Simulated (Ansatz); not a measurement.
# Work function of Rh(100): what the settings cost and change

Aim: the work function of Rh(100) across levels of theory at one geometry.

Program: Ansatz 0.2.0. Level of theory: plane-wave DFT, PBE, Ansatz PAW, in the first sound run; inputs show where later runs differ. Results are calculated unless marked as measured.

Experimental background.

“Anisotropic work function of elemental crystals” (2019, arxiv:1902.07811) quotes from earlier work for Rh (clean (100) face, a compiled value): work function (clean (100) face, a compiled value) 5.3 eV.

### Step 1. Set-up

The cell holds 7 atoms: 7 Rh. Cell: a = 2.687 Å, b = 2.687 Å, c = 29.400 Å, α = 90.0°, β = 90.0°, γ = 90.0°. Vacuum lies along c.

### Step 2. Slab, setting PBE, Ansatz PAW (420 eV)

A work function rests on the faint tail of the density, so the SCF threshold is tight. PBE on the default files comes first; the next runs keep the geometry and change functional or files, each at the cutoff that its files recommend; a relaxation and, for heavy metals, spin-orbit coupling close the ladder.

Input file input.yaml:

```yaml
crystal:
  lattice:
    - [2.6870057685, 0.0, 0.0]
    - [0.0, 2.6870057685, 0.0]
    - [0.0, 0.0, 29.4]
  atoms:
    - { symbol: Rh, position: [0.0, 0.0, 0.306122449] }
    - { symbol: Rh, position: [0.5, 0.5, 0.3707482993] }
    - { symbol: Rh, position: [0.0, 0.0, 0.4353741497] }
    - { symbol: Rh, position: [0.5, 0.5, 0.5] }
    - { symbol: Rh, position: [0.0, 0.0, 0.5646258503] }
    - { symbol: Rh, position: [0.5, 0.5, 0.6292517007] }
    - { symbol: Rh, position: [0.0, 0.0, 0.693877551] }
kpoints:
  mp_grid: { grid: [15, 15, 1] }
hamiltonian:
  xc: pbe
scf:
  occupations: { method: fermi_dirac, width: 0.1 }
  convergence: { dr2_threshold: 1.0e-09 }
efield:
  axis: 3
  dipole_correction: true
  ramp_position: 0.97
  ramp_width: 0.06
output:
  write_potential: true
  write_density: true
  volumetric_format: npy
  elf: true
```

The run is started by

```console
> ansatz run input.yaml --threads 4 --pin off --max-ram 6144MiB --backend cpu --events-out ev --progress --plain --runs-dir out
```

Numbers of over 12 decimals in the logs are rounded to 6 here.

The log of the run:

```text
Engine: ansatz 0.2.0, aarch64-unknown-linux-gnu
Pseudopotentials: kind: paw
Pseudopotential: Rh, paw, valence charge 17, recommended cutoff 420 eV (normal), Rh.paw.azcp
Functional definition: PBE
  parameter kappa = 0.804
  parameter beta = 0.066725
  exchange = pbe_x(kappa = kappa, mu = beta*pi^2/3)
  correlation = pbe_c(beta = beta)
Crystal: 7 atoms, lattice volume = 212.268 Å³
Basis set: ecut = 420 eV, 4199 PW (Γ)
Bands: 72, of which v1, the nominal top of the filled ones, is band 60 counted from 1 (59 counted from 0)
Symmetry: 8 space group operations
k-points: 36 of 225
Non-local potential: Rh, projectors of the file, l = 0: 3, l = 1: 2, l = 2: 2, l = 3: 1
PAW form: soft (Blöchl's): semilocal exchange-correlation on the pseudo side does not see the compensation charge
PAW one-centre angular grid: Rh, 590 points (default); XC on 64 Gauss nodes
Initial density: superposition of atomic densities (neutral atoms: chi_scale 0, normalization atom), corrected by the library's trained network
Initial wavefunctions: pseudopotential atomic-orbital guess
Functional: x = pbe(κ = 0.804, μ = 0.219515), c = pbe(β = 0.066725)
SCF iter   1: F=—  HF=-44818.192212 eV  |F-HF|=—  |Δ(HF+E_count)|=         —  Δρ=5.12e-3  dr2=2.94e-1  ethr=1.77e-3  p=0.000 e·Å  D=2.07e-13 V/Å  ΔV_dip=-0.00 eV  dr2_dipole=4.13e-7  V_vac-E_F(+/−)=4.74/4.74 eV  ⟨swp⟩=8.0  Hψ=11678  notcnv=0  defer=19
efield: sawtooth ramp at fractional position 0.9700 (set: `efield.ramp_position`, or a place that a band, a saddle search or an elastic batch's reference lends), width 0.0600; the density the first Hamiltonian is built on has a dipole p = 0.000 e·Å; the dipole correction subtracts the counter field D = 2.07e-13 V/Å, which shifts the + side's vacuum level by -0.00 eV against the − side's; the planar-averaged density in the ramp window peaks in size at 4.2e-6 e/Å³
preconditioner: auto → LDOS  [metal: Δε(μ)=0.007 eV  Ē_g=5.752 eV  σ=0.100 eV  W_gap=0.02  n_scr=50 (ndim 8)  ℏωp=20.2 eV  f_vac=0.503  D(μ)=10.22/eV (n_scr^D=94)  β→1.0]
SCF iter   2: F=—  HF=-44818.189187 eV  |F-HF|=—  |Δ(HF+E_count)|=   3.03e-3  Δρ=3.23e-3  dr2=2.04e-2  ethr=2.47e-4  p=-0.000 e·Å  D=-2.73e-5 V/Å  ΔV_dip=0.00 eV  dr2_dipole=5.30e-7  V_vac-E_F(+/−)=5.06/5.06 eV  ⟨swp⟩=2.4  Hψ=3350  notcnv=0  defer=36
SCF iter   3: F=—  HF=-44818.186085 eV  |F-HF|=—  |Δ(HF+E_count)|=   3.10e-3  Δρ=1.18e-3  dr2=4.74e-3  ethr=1.71e-5  p=-0.000 e·Å  D=-7.11e-6 V/Å  ΔV_dip=0.00 eV  dr2_dipole=7.76e-8  V_vac-E_F(+/−)=5.00/5.00 eV  ⟨swp⟩=3.6  Hψ=5926  notcnv=0  defer=36
SCF iter   4: F=—  HF=-44818.185327 eV  |F-HF|=—  |Δ(HF+E_count)|=   7.58e-4  Δρ=2.44e-4  dr2=1.73e-4  ethr=3.98e-6  p=-0.000 e·Å  D=-5.85e-6 V/Å  ΔV_dip=0.00 eV  dr2_dipole=9.55e-9  V_vac-E_F(+/−)=5.03/5.03 eV  ⟨swp⟩=2.0  Hψ=3663  notcnv=0  defer=36
SCF iter   5: F=—  HF=-44818.185363 eV  |F-HF|=—  |Δ(HF+E_count)|=   3.53e-5  Δρ=6.66e-5  dr2=3.61e-5  ethr=1.45e-7  p=-0.000 e·Å  D=-3.35e-6 V/Å  ΔV_dip=0.00 eV  dr2_dipole=2.01e-9  V_vac-E_F(+/−)=5.04/5.04 eV  ⟨swp⟩=2.1  Hψ=4035  notcnv=0  defer=36
SCF iter   6: F=—  HF=-44818.185386 eV  |F-HF|=—  |Δ(HF+E_count)|=   2.29e-5  Δρ=2.94e-5  dr2=3.26e-6  ethr=3.04e-8  p=-0.000 e·Å  D=-8.51e-7 V/Å  ΔV_dip=0.00 eV  dr2_dipole=9.28e-11  V_vac-E_F(+/−)=5.05/5.05 eV  ⟨swp⟩=2.1  Hψ=3782  notcnv=0  defer=36
SCF iter   7: F=—  HF=-44818.185380 eV  |F-HF|=—  |Δ(HF+E_count)|=   5.11e-6  Δρ=1.31e-5  dr2=5.88e-7  ethr=2.74e-9  p=-0.000 e·Å  D=-2.41e-7 V/Å  ΔV_dip=0.00 eV  dr2_dipole=1.30e-10  V_vac-E_F(+/−)=5.05/5.05 eV  ⟨swp⟩=2.6  Hψ=4229  notcnv=0  defer=35
SCF iter   8: F=—  HF=-44818.185381 eV  |F-HF|=—  |Δ(HF+E_count)|=   8.68e-7  Δρ=4.48e-6  dr2=3.54e-8  ethr=4.94e-10  p=-0.000 e·Å  D=-9.68e-8 V/Å  ΔV_dip=0.00 eV  dr2_dipole=8.09e-13  V_vac-E_F(+/−)=5.05/5.05 eV  ⟨swp⟩=2.1  Hψ=3625  notcnv=0  defer=35
SCF iter   9: F=—  HF=-44818.185381 eV  |F-HF|=—  |Δ(HF+E_count)|=   7.10e-8  Δρ=1.32e-6  dr2=7.93e-9  ethr=2.97e-11  p=-0.000 e·Å  D=-1.93e-8 V/Å  ΔV_dip=0.00 eV  dr2_dipole=2.48e-14  V_vac-E_F(+/−)=5.05/5.05 eV  ⟨swp⟩=2.5  Hψ=4334  notcnv=0  defer=35
SCF iter  10: F=-44818.185381 eV  HF=-44818.185381 eV  |F-HF|=2.24e-9  |Δ(HF+E_count)|=   1.22e-8  Δρ=5.86e-7  dr2=6.93e-10  ethr=1.00e-12  p=0.000 e·Å  D=1.28e-9 V/Å  ΔV_dip=-0.00 eV  dr2_dipole=2.65e-15  V_vac-E_F(+/−)=5.05/5.05 eV  ⟨swp⟩=7.8  Hψ=9213  notcnv=0
SCF 1 converged in 10 iterations: F = -44818.185381 eV  dr2 = 6.93e-10
  greatest PAW one-centre occupation: 1.000 electrons in one spin orbital (limit 2), on the Rh atom at site 2 (counted from 0), in its partial waves of l = 0
WARN: The output density's exchange-correlation potential varies sharply where the density is thin. Do not read a vacuum level from v_tot or v_xc, or from such a field of the output density. On a cell that repeats whose density bears no net charge and no dipole along the vacuum's axis use v_es (v_loc + v_h of the components); under efield.dipole_correction with no amplitude use v_es + v_field, which holds any externa [...]
SCF converged after 10 iterations
Free energy (F): -44818.185381 eV
Harris-Foulkes:  -44818.185381 eV  (|F-HF|=2.24e-9)
Internal energy: -44817.835295 eV  (E = F + TS)
E sigma→0 (E₀):  -44818.010338 eV
Entropy (-TS):   -0.350087 eV (-50.012 meV/atom)
Fermi energy:    7.392774 eV
Dipole field:    D = 0.000000 V/Å  (p = 0.000000 e·Å, saw-weighted, corrected)
Work function:   Φ+ = 5.0549 eV   Φ− = 5.0549 eV
Levels:          The Fermi level and band energies are counted from a zero that moves with the ramp; work functions are not
--- Per-component energies (eV) ---
  E_band       = -2355.975430
  E_kinetic    = 4010.419223
  E_local      = -274437.259286  (includes V_loc(G=0)·N_el)
  E_nonlocal   = 2486.695278
  E_hartree    = 134714.926947
  E_xc         = -1550.048294
  E_vxc        = -1945.435927  (∫ρ·V_xc dr)
  E_paw        = -25110.039628  (= ΣΔE_a)
  E_vpaw       = -1900.257690  (= ΣTr[D̂ρ^β])
  E_aug_tail   = 0.005963  (compensation charges beyond the density's cutoff)
  E_efield     = 0.000000  (sawtooth field / dipole correction)
  E_vefield    = 0.000000  (∫n·V_field dr)
  E_ewald      = 115067.464502
  E_smearing   = -0.350087  (= −TS)
  E_closure    = 0.000000  (closes the sum)
  Σ components = -44818.185381   (vs F -44818.185381, Δ=0.00e0)
--- Band table (eV; the first three rows and the last of 36) ---
  k-point 0: bands = [... 56 lower, 6.6866, 7.0067, 7.1566, 7.1566, 7.3593, 7.7007, 7.8574, 7.8574, ... 8 higher]
  k-point 1: bands = [... 56 lower, 6.7342, 6.9194, 6.9624, 7.0585, 7.4783, 7.5068, 7.5334, 7.7413, ... 8 higher]
  k-point 2: bands = [... 56 lower, 6.5424, 6.6810, 6.7684, 6.9625, 7.0270, 7.3117, 7.5176, 7.7202, ... 8 higher]
  k-point 35: bands = [... 56 lower, 8.2024, 8.3067, 8.3168, 8.3251, 8.3275, 8.8141, 8.8369, 11.1073, ... 8 higher]
```

Run time: 43 s. Hardware: 4 threads of Arm Neoverse N1, shared host; peak memory 0.9 GiB.

This step gave:

```
energy at zero smearing   : -44818.0103 eV
work function, upper face : 5.055 eV
```

Running mean over 1.9 Å of the planar mean; the ramp of the sawtooth is left out. Table of electron's electrostatic potential energy less the Fermi level by z:

| z (Å) | electron's electrostatic potential energy less the Fermi level (eV) |
| --- | --- |
| 3.5 | 5.05 |
| 4.0 | 5.05 |
| 4.5 | 5.05 |
| 5.0 | 5.05 |
| 5.5 | 5.04 |
| 6.0 | 5.00 |
| 6.5 | 4.87 |
| 7.0 | 4.36 |
| 7.5 | 2.23 |
| 8.0 | -3.61 |
| 8.5 | -9.83 |
| 9.0 | -12.4 |
| 9.5 | -12.8 |
| 10.0 | -13.0 |
| 10.5 | -13.1 |
| 11.0 | -13.2 |
| 11.5 | -13.2 |
| 12.0 | -13.2 |
| 12.5 | -13.2 |
| 13.0 | -13.2 |
| 13.5 | -13.2 |
| 14.0 | -13.2 |
| 14.5 | -13.2 |
| 15.0 | -13.2 |
| 15.5 | -13.2 |
| 16.0 | -13.2 |
| 16.5 | -13.2 |
| 17.0 | -13.2 |
| 17.5 | -13.2 |
| 18.0 | -13.2 |
| 18.5 | -13.2 |
| 19.0 | -13.1 |
| 19.5 | -13.0 |
| 20.0 | -12.8 |
| 20.5 | -12.2 |
| 21.0 | -8.82 |
| 21.5 | -2.24 |
| 22.0 | 2.90 |
| 22.5 | 4.53 |
| 23.0 | 4.91 |
| 23.5 | 5.02 |
| 24.0 | 5.04 |
| 24.5 | 5.05 |
| 25.0 | 5.05 |
| 25.5 | 5.05 |
| 26.0 | 5.05 |

Electrostatic potential energy in the ca plane at fractional y = 0.000, with atoms of Rh within 0.2 Å of it. With pseudopotentials it is smooth inside the atoms' cores, unlike the true potential.

Ten even steps from '0' (-78 eV) to '9' (12 eV), each cell a mean:
```
04899998300279999961005899997300279999999999
37999998633589999974347999998633589999999999
78999999877899999998779999999877899999999999
99999999999999999999999999999999999999999999
89999999988999999998889999999988999999999999
58999999755689999986558999999755799999999999
15899998410379999962015899998411389999999999
03899997300169999850004899997200179999999999
```
Columns run along c (16.0 Å, from fractional 0.32 to 0.86 of the cell; values clipped at the 3rd and 97th percentile), rows up along a (2.7 Å). Atoms in or near the plane, at fractional coordinates: Rh at (0.44, 0.00), Rh at (0.56, 0.00), Rh at (0.69, 0.00).

ELF in the ca plane at fractional y = 0.000, with atoms of Rh within 0.2 Å of it. It is the smooth field of the valence electrons, not physical close to the nuclei.

Ten even steps from '0' (0.00) to '9' (0.77), each cell a mean:
```
97322223799842222259996322224799852100000000
74332233477533223236774332233577632100000000
32333333234333333323432333333334322100000000
23333333333333333333333333333323332100000000
22333333233233333332333333333233322100000000
53332333356423333334653332233466422100000000
86322223689742222248985322223799742100000000
97322224899952222269997322224899952100000000
```
Columns run along c (16.0 Å, from fractional 0.32 to 0.86 of the cell), rows up along a (2.7 Å). Atoms in or near the plane, at fractional coordinates: Rh at (0.44, 0.00), Rh at (0.56, 0.00), Rh at (0.69, 0.00).

Valence density in the ca plane at fractional y = 0.000, with atoms of Rh within 0.2 Å of it. It is the smooth field of the valence electrons, not physical close to the nuclei.

Ten even steps from '0' (0 e/Å³) to '9' (14 e/Å³), each cell a mean:
```
62000000268410000015862000000377300000000000
21000000123100000002320000000133100000000000
00000000000000000000000000000000000000000000
00000000000000000000000000000000000000000000
00000000000000000000000000000000000000000000
10000000012000000001210000000011000000000000
41000000256300000013641000000255200000000000
83000000389510000016972000000489400000000000
```
Columns run along c (16.0 Å, from fractional 0.32 to 0.86 of the cell), rows up along a (2.7 Å). Atoms in or near the plane, at fractional coordinates: Rh at (0.44, 0.00), Rh at (0.56, 0.00), Rh at (0.69, 0.00).

The work function is 5.055 eV.

### Step 3. Slab

This step: plane-wave DFT, LDA, Ansatz PAW (Ansatz 0.2.0).

input.yaml, as its differences from that of step 2:

```diff
@@ -16,3 +16,3 @@
 hamiltonian:
-  xc: pbe
+  xc: lda
 scf:
@@ -29,2 +29 @@
   volumetric_format: npy
-  elf: true
```

The log of the run:

```text
[...]
Crystal: 7 atoms, lattice volume = 212.268 Å³
Basis set: ecut = 420 eV, 4199 PW (Γ)
Bands: 72, of which v1, the nominal top of the filled ones, is band 60 counted from 1 (59 counted from 0)
Symmetry: 8 space group operations
k-points: 36 of 225
[...]
k-point 0: bands = [... 56 lower, 6.3361, 6.6578, 6.7929, 6.7929, 7.0150, 7.3595, 7.4819, 7.4989, ... 8 higher]
  k-point 1: bands = [... 56 lower, 6.3554, 6.5622, 6.5761, 6.7070, 7.1304, 7.1355, 7.1830, 7.3726, ... 8 higher]
  k-point 2: bands = [... 56 lower, 6.1598, 6.3092, 6.4148, 6.6078, 6.6527, 6.9623, 7.1656, 7.3743, ... 8 higher]
  k-point 35: bands = [... 56 lower, 7.8436, 7.9494, 7.9606, 7.9690, 7.9749, 8.4608, 8.4845, 10.6770, ... 8 higher]
[key lines of the parts left out:]
SCF converged after 10 iterations
Free energy (F): -43947.736713 eV
Fermi energy:    7.034479 eV
Dipole field:    D = 0.000000 V/Å  (p = 0.000000 e·Å, saw-weighted, corrected)
Work function:   Φ+ = 5.4406 eV   Φ− = 5.4406 eV
```

Elapsed: 45 s, on 4 threads; peak memory 0.9 GiB.

The work function is 5.441 eV, +0.386 eV from the run “PBE, Ansatz PAW (420 eV)”, at 1.0 times its CPU time.

### Step 4. Run

This step: plane-wave DFT, PBEsol, Ansatz PAW (Ansatz 0.2.0).

input.yaml, as its differences from that of step 3:

```diff
@@ -16,3 +16,3 @@
 hamiltonian:
-  xc: lda
+  xc: pbesol
 scf:
```

The log of the run:

```text
[...]
Crystal: 7 atoms, lattice volume = 212.268 Å³
Basis set: ecut = 420 eV, 4199 PW (Γ)
Bands: 72, of which v1, the nominal top of the filled ones, is band 60 counted from 1 (59 counted from 0)
Symmetry: 8 space group operations
k-points: 36 of 225
[...]
k-point 0: bands = [... 56 lower, 6.5575, 6.8786, 7.0163, 7.0163, 7.2340, 7.5773, 7.7130, 7.7213, ... 8 higher]
  k-point 1: bands = [... 56 lower, 6.5824, 6.7838, 6.8006, 6.9285, 7.3496, 7.3622, 7.4037, 7.5933, ... 8 higher]
  k-point 2: bands = [... 56 lower, 6.3851, 6.5313, 6.6359, 6.8295, 6.8771, 7.1819, 7.3868, 7.5933, ... 8 higher]
  k-point 35: bands = [... 56 lower, 8.0663, 8.1730, 8.1839, 8.1921, 8.1967, 8.6821, 8.7058, 10.8943, ... 8 higher]
[key lines of the parts left out:]
SCF converged after 10 iterations
Free energy (F): -44368.735750 eV
Fermi energy:    7.256162 eV
Dipole field:    D = 0.000000 V/Å  (p = 0.000000 e·Å, saw-weighted, corrected)
Work function:   Φ+ = 5.1800 eV   Φ− = 5.1800 eV
```

Elapsed: 53 s, on 4 threads; peak memory 0.9 GiB.

The work function is 5.180 eV, +0.125 eV from the run “PBE, Ansatz PAW (420 eV)”, at 1.1 times its CPU time.

### Step 5. Slab

This step: plane-wave DFT, RPBE, Ansatz PAW (Ansatz 0.2.0).

input.yaml, as its differences from that of step 4:

```diff
@@ -16,3 +16,3 @@
 hamiltonian:
-  xc: pbesol
+  xc: rpbe
 scf:
```

The log of the run:

```text
[...]
Crystal: 7 atoms, lattice volume = 212.268 Å³
Basis set: ecut = 420 eV, 4199 PW (Γ)
Bands: 72, of which v1, the nominal top of the filled ones, is band 60 counted from 1 (59 counted from 0)
Symmetry: 8 space group operations
k-points: 36 of 225
[...]
k-point 0: bands = [... 56 lower, 6.8224, 7.1419, 7.2939, 7.2939, 7.4931, 7.8335, 7.9925, 7.9925, ... 8 higher]
  k-point 1: bands = [... 56 lower, 6.8814, 7.0558, 7.1107, 7.1942, 7.6123, 7.6522, 7.6680, 7.8811, ... 8 higher]
  k-point 2: bands = [... 56 lower, 6.6899, 6.8244, 6.9045, 7.0988, 7.1730, 7.4463, 7.6526, 7.8535, ... 8 higher]
  k-point 35: bands = [... 56 lower, 8.3385, 8.4418, 8.4517, 8.4604, 8.4617, 8.9484, 8.9709, 11.2732, ... 8 higher]
[key lines of the parts left out:]
SCF converged after 10 iterations
Free energy (F): -44870.750971 eV
Fermi energy:    7.530341 eV
Dipole field:    D = -0.000000 V/Å  (p = -0.000001 e·Å, saw-weighted, corrected)
Work function:   Φ+ = 4.8741 eV   Φ− = 4.8741 eV
```

Run time: 58 s. Hardware: 4 threads; peak memory 0.9 GiB.

The work function is 4.874 eV, -0.181 eV from the run “PBE, Ansatz PAW (420 eV)”, at 1.1 times its CPU time.

### Step 6. Slab

This step: plane-wave DFT, r2SCAN, Ansatz PAW (Ansatz 0.2.0).

input.yaml, as its differences from that of step 5:

```diff
@@ -16,3 +16,3 @@
 hamiltonian:
-  xc: rpbe
+  xc: r2scan
 scf:
```

The log of the run:

```text
[...]
Crystal: 7 atoms, lattice volume = 212.268 Å³
Basis set: ecut = 500 eV, 5263 PW (Γ), exchange–correlation on 80×80×864 points (64 copies of the dense FFT grid, shifted against one another)
Bands: 72, of which v1, the nominal top of the filled ones, is band 60 counted from 1 (59 counted from 0)
Symmetry: 8 space group operations
k-points: 36 of 225
[...]
k-point 0: bands = [... 56 lower, 6.5286, 6.8640, 7.0709, 7.0709, 7.2255, 7.5797, 7.8005, 7.8005, ... 8 higher]
  k-point 1: bands = [... 56 lower, 6.6552, 6.7987, 6.8923, 6.9276, 7.3635, 7.4301, 7.4593, 7.6906, ... 8 higher]
  k-point 2: bands = [... 56 lower, 6.4518, 6.5883, 6.6274, 6.8364, 6.9610, 7.1918, 7.4180, 7.6166, ... 8 higher]
  k-point 35: bands = [... 56 lower, 8.1587, 8.2704, 8.2726, 8.2754, 8.2904, 8.7844, 8.8076, 11.2665, ... 8 higher]
[key lines of the parts left out:]
SCF converged after 16 iterations
Free energy (F): -44904.633138 eV
Fermi energy:    7.300147 eV
Dipole field:    D = -0.000003 V/Å  (p = -0.000004 e·Å, saw-weighted, corrected)
Work function:   Φ+ = 5.0632 eV   Φ− = 5.0631 eV
```

It took 2.3 min on 4 threads; peak memory 1.3 GiB; 7.2 min of CPU time.

The work function is 5.063 eV, +0.008 eV from the run “PBE, Ansatz PAW (420 eV)”, at 2.6 times its CPU time.

### Step 7. Run

This step: plane-wave DFT, PBE, JTH PAW (Ansatz 0.2.0).

input.yaml, as its differences from that of step 6:

```diff
@@ -16,3 +16,4 @@
 hamiltonian:
-  xc: r2scan
+  xc: pbe
+  pseudopotentials: { kind: paw, source: jth }
 scf:
```

The log of the run:

```text
[...]
k-point 0: bands = [... 56 lower, 6.8956, 7.2150, 7.3634, 7.3634, 7.5679, 7.9095, 8.0661, 8.0661, ... 8 higher]
  k-point 1: bands = [... 56 lower, 6.9367, 7.1267, 7.1631, 7.2663, 7.6867, 7.7115, 7.7413, 7.9464, ... 8 higher]
  k-point 2: bands = [... 56 lower, 6.7441, 6.8846, 6.9761, 7.1692, 7.2302, 7.5196, 7.7242, 7.9283, ... 8 higher]
  k-point 35: bands = [... 56 lower, 8.4120, 8.5178, 8.5277, 8.5356, 8.5384, 9.0213, 9.0445, 11.2913, ... 8 higher]
[key lines of the parts left out:]
SCF converged after 13 iterations
Free energy (F): -44776.742485 eV
Fermi energy:    7.599670 eV
Dipole field:    D = -0.000000 V/Å  (p = -0.000000 e·Å, saw-weighted, corrected)
Work function:   Φ+ = 5.0567 eV   Φ− = 5.0567 eV
```

Run time: 11 min. Hardware: 4 threads; peak memory 5.2 GiB.

The work function is 5.057 eV, +0.002 eV from the run “PBE, Ansatz PAW (420 eV)”, at 13 times its CPU time.

### Step 8. Run

This step: plane-wave DFT, PBE, norm-conserving (Ansatz 0.2.0).

input.yaml, as its differences from that of step 7:

```diff
@@ -17,3 +17,3 @@
   xc: pbe
-  pseudopotentials: { kind: paw, source: jth }
+  pseudopotentials: { kind: nc }
 scf:
```

The log of the run:

```text
[...]
Crystal: 7 atoms, lattice volume = 212.268 Å³
Basis set: ecut = 1197.300995 eV, 19989 PW (Γ)
Bands: 72, of which v1, the nominal top of the filled ones, is band 60 counted from 1 (59 counted from 0)
Symmetry: 8 space group operations
k-points: 36 of 225
[...]
k-point 0: bands = [... 56 lower, 6.8180, 7.1374, 7.2841, 7.2841, 7.4899, 7.8313, 7.9854, 7.9854, ... 8 higher]
  k-point 1: bands = [... 56 lower, 6.8609, 7.0483, 7.0897, 7.1885, 7.6081, 7.6341, 7.6627, 7.8689, ... 8 higher]
  k-point 2: bands = [... 56 lower, 6.6694, 6.8083, 6.8982, 7.0916, 7.1540, 7.4414, 7.6461, 7.8499, ... 8 higher]
  k-point 35: bands = [... 56 lower, 8.3309, 8.4352, 8.4455, 8.4537, 8.4567, 8.9412, 8.9641, 11.2325, ... 8 higher]
[key lines of the parts left out:]
SCF converged after 10 iterations
Free energy (F): -22332.417337 eV
Fermi energy:    7.521543 eV
Dipole field:    D = 0.000000 V/Å  (p = 0.000000 e·Å, saw-weighted, corrected)
Work function:   Φ+ = 5.0555 eV   Φ− = 5.0555 eV
```

Elapsed: 3.5 min, on 4 threads; peak memory 3 GiB; 12 min of CPU time.

The work function is 5.056 eV, +0.001 eV from the run “PBE, Ansatz PAW (420 eV)”, at 4.4 times its CPU time.

[end of part 1 of 2]

[Logs are printed without paths, hosts, clocks, repeated set-up lines and the standing remarks that a program may print on its own settings, such as how far it seeks lower states.]

[Hosts, paths, dates, database ids (printed as entryN), source tags and the programs' standing remarks are cut or masked in the printed files.]

[Maps of the electrostatic potential energy from Ansatz leave out the sawtooth potential of an applied field or a dipole correction, so their vacuum need not be flat; planar profiles and work functions include it.]
